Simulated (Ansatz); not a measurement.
# MgH2 (P4_2/mnm): G0W0 under other settings

A base run on MgH2 (P4_2/mnm), then changed inputs.

Method: G0W0 on PBE, plane waves, PAW; PAW set soft_1, in Ansatz 0.2.0.

This is a report of a sequence of runs, with most program output left out.

## 1. The starting structure

It takes space group P4_2/mnm (No. 136, tetragonal). Conventional cell: a = 4.517 Å, b = 4.517 Å, c = 3.021 Å, α = 90.00°, β = 90.00°, γ = 90.00°. Mg has 6 H at 1.95 Å nearest. H has 3 Mg at 1.95 Å nearest. Farther neighbours are not listed.

The cell and positions come from the Crystallography Open Database and are kept as given unless a step says otherwise.

## 2. The base run: 4×4×4 mesh, 139 empty bands, screening to 100 eV, PAW set soft_1 files

Now the one-shot GW correction: screening in the RPA, then the self-energy of the levels asked for. This step takes PAW set soft_1 files.

The input, input.yaml:

```yaml
crystal:
  lattice:
    - [4.5168, 0.0, 0.0]
    - [0.0, 4.5168, 0.0]
    - [0.0, 0.0, 3.0205]
  atoms:
    - { symbol: Mg, position: [0.0, 0.0, 0.0] }
    - { symbol: Mg, position: [0.5, 0.5, 0.5] }
    - { symbol: H, position: [0.306, 0.306, 0.0] }
    - { symbol: H, position: [0.194, 0.806, 0.5] }
    - { symbol: H, position: [0.694, 0.694, 0.0] }
    - { symbol: H, position: [0.806, 0.194, 0.5] }
kpoints:
  mp_grid: { grid: [4, 4, 4] }
hamiltonian:
  xc: pbe
  pseudopotentials: { kind: paw, azcp: { folder: soft_1 } }
scf:
  occupations: { method: fixed }
gw:
  n_empty_bands: 139
  ecut_chi: 100
  qp_bands: [v2, c2]
  qp_kpoints: band_edges
  screening: { model: contour_deformation }
```

Command:

```bash
$ ansatz run input.yaml --threads 2 --pin off --max-ram 92160MiB --backend cuda --events-out ev --progress --plain --runs-dir out --devices 1 --max-vram 13GiB
```

Wall time 12 s (1 × NVIDIA H100 80GB HBM3 (shared by 6 runs) with 2 threads of AMD EPYC 7R13 (Zen 3), shared host); peak memory 1.1 GiB; 16 s of CPU time.

This step gave:

| Quantity | Value |
| --- | --- |
| bands summed | 151 |
| RPA ε∞ on this mesh (eigenvalues) | 3.650, 3.655, 3.655 |
| plane waves in the screening matrix | 145 |
| q-points in the mesh | 64 |
| G0W0 gap on the mesh | 5.851 eV |
| k of the valence top | 0, 0.25, 0 |
| k of the conduction bottom | -0.5, -0.5, -0.5 |
| starting gap on the mesh | 3.906 eV |
| Z at the valence top | 0.7676 |
| Z at the conduction bottom | 0.8108 |
| least direct G0W0 gap on the computed points | 6.651 eV |

The gap on the mesh goes from 3.91 eV to 5.85 eV, a correction of +1.95 eV. Between the two edge states, bare exchange in place of the xc potential would open the gap by 7.82 eV, and correlation takes back 5.87 eV.

## 3. Variant: all filled levels at the zone centre

Changes to input.yaml since step 2:

```diff
@@ -22,4 +22,4 @@
   ecut_chi: 100
-  qp_bands: [v2, c2]
-  qp_kpoints: band_edges
+  qp_bands: [lowest, c2]
+  qp_kpoints: [[0, 0, 0]]
   screening: { model: contour_deformation }
```

The job ended after 11 s (1 × NVIDIA H100 80GB HBM3 (shared by 6 runs) with 2 threads; peak memory 1.1 GiB).

Absolute levels on the run's own zero. QP, by row:

| k index | band | KS (eV) | Sigma_x (eV) | Sigma_c (eV) | Vxc (eV) | Z | QP linearised (eV) | QP (eV) | source | doubts |
| --- | --- | --- | --- | --- | --- | --- | --- | --- | --- | --- |
| 0 | 1 | -71.83 | -61.16 | 13.31 | -38.41 | 0.7539 | -83.74 | -81.27 | root | energies_apart |
| 0 | 2 | -71.83 | -61.16 | 13.31 | -38.41 | 0.7539 | -83.74 | -81.27 | root | energies_apart |
| 0 | 3 | -38.6 | -52.72 | 9.786 | -37.22 | 0.7525 | -45.47 | -44.32 | root | energies_apart |
| 0 | 4 | -38.6 | -52.72 | 9.786 | -37.22 | 0.7525 | -45.47 | -44.32 | root | energies_apart |
| 0 | 5 | -38.58 | -52.74 | 9.797 | -37.23 | 0.7523 | -45.44 | -44.29 | root | energies_apart |
| 0 | 6 | -38.58 | -52.74 | 9.797 | -37.23 | 0.7523 | -45.44 | -44.29 | root | energies_apart |
| 0 | 7 | -38.56 | -52.79 | 9.806 | -37.27 | 0.7524 | -45.41 | -44.27 | root | energies_apart |
| 0 | 8 | -38.56 | -52.8 | 9.806 | -37.28 | 0.7524 | -45.41 | -44.27 | root | energies_apart |
| 0 | 9 | -4.651 | -16.16 | 4.937 | -10.01 | 0.6364 | -5.929 | -5.867 | root |  |
| 0 | 10 | 0.337 | -15.4 | 2.733 | -11.25 | 0.7528 | -1.118 | -1.08 | root |  |
| 0 | 11 | 0.337 | -15.4 | 2.733 | -11.25 | 0.7528 | -1.118 | -1.08 | root |  |
| 0 | 12 | 1.27 | -15.06 | 2.21 | -11.6 | 0.7651 | 0.0014 | 0.0252 | root |  |
| 0 | 13 | 6.505 | -2.91 | -3.531 | -6.821 | 0.8187 | 6.886 | 6.884 | root |  |
| 0 | 14 | 6.851 | -5.986 | -3.605 | -10.26 | 0.8022 | 7.521 | 7.517 | root |  |

Against the base:

| setting | base | variant |
| --- | --- | --- |
| levels asked | v2 to c2 | lowest to c2 |
| points asked | band edges | [[0, 0, 0]] |

## 4. Variant: low screening cutoff

Changes to input.yaml since step 3:

```diff
@@ -20,6 +20,6 @@
 gw:
-  n_empty_bands: 139
-  ecut_chi: 100
-  qp_bands: [lowest, c2]
-  qp_kpoints: [[0, 0, 0]]
+  n_empty_bands: 183
+  ecut_chi: 40
+  qp_bands: [v2, c2]
+  qp_kpoints: band_edges
   screening: { model: contour_deformation }
```

It took 14 s on 1 × NVIDIA H100 80GB HBM3 (shared by 6 runs) with 2 threads; peak memory 1.1 GiB; 19 s of CPU time.

Against the base:

| setting | base | variant |
| --- | --- | --- |
| empty bands | 139 | 183 |
| screening cutoff (eV) | 100 | 40 |

| quantity | variant | base |
| --- | --- | --- |
| starting gap on the mesh | 3.906 | 3.906 |
| G0W0 gap on the mesh | 5.604 | 5.851 |
| least direct G0W0 gap on the computed points | 6.403 | 6.651 |
| Z at the valence top | 0.779 | 0.768 |
| Z at the conduction bottom | 0.810 | 0.811 |

## 5. What came out

```yaml
base: 5.85 eV, 12 s
all_filled_levels_at_the_zone_centre: direct gap at the listed points 6.86 eV, 11 s
low_screening_cutoff: 5.60 eV, 14 s
```

What this shows: All filled levels at the zone centre: only the listed points were computed; the least direct gap there is 6.86 eV, with levels asked and points asked changed against the base. Low screening cutoff: the gap moves by −0.25 eV; such settings are too crude to quote. The variant differs from the base in empty bands and screening cutoff together, so the change can't be laid to one of them. All runs here use a coarse mesh and modest cutoffs; they test settings and are not final values. The 4×4×4 mesh is coarse for this cell (its supercell is 12 Å along the shortest edge). The RPA ε∞ on it, from the PBE start, is 3.65 and 3.66; such meshes misread the long-range screening, most where the gap is narrow.

[Paths, hosts, dates, memory and timing lines, banners, echoed tables and standing remarks are left out of the program output.]

[Logs are printed without paths, hosts, clocks, repeated set-up lines and the standing remarks that a program may print on its own settings, such as how far it seeks lower states.]

[Runs of the session that timed out or met a known fault of the program may be left out.]

[Cells called generated may have been cut or substituted from an entry of the Crystallography Open Database or the Materials Project.]

[Hosts, paths, dates, database ids (printed as entryN), source tags and the programs' standing remarks are cut or masked in the printed files.]
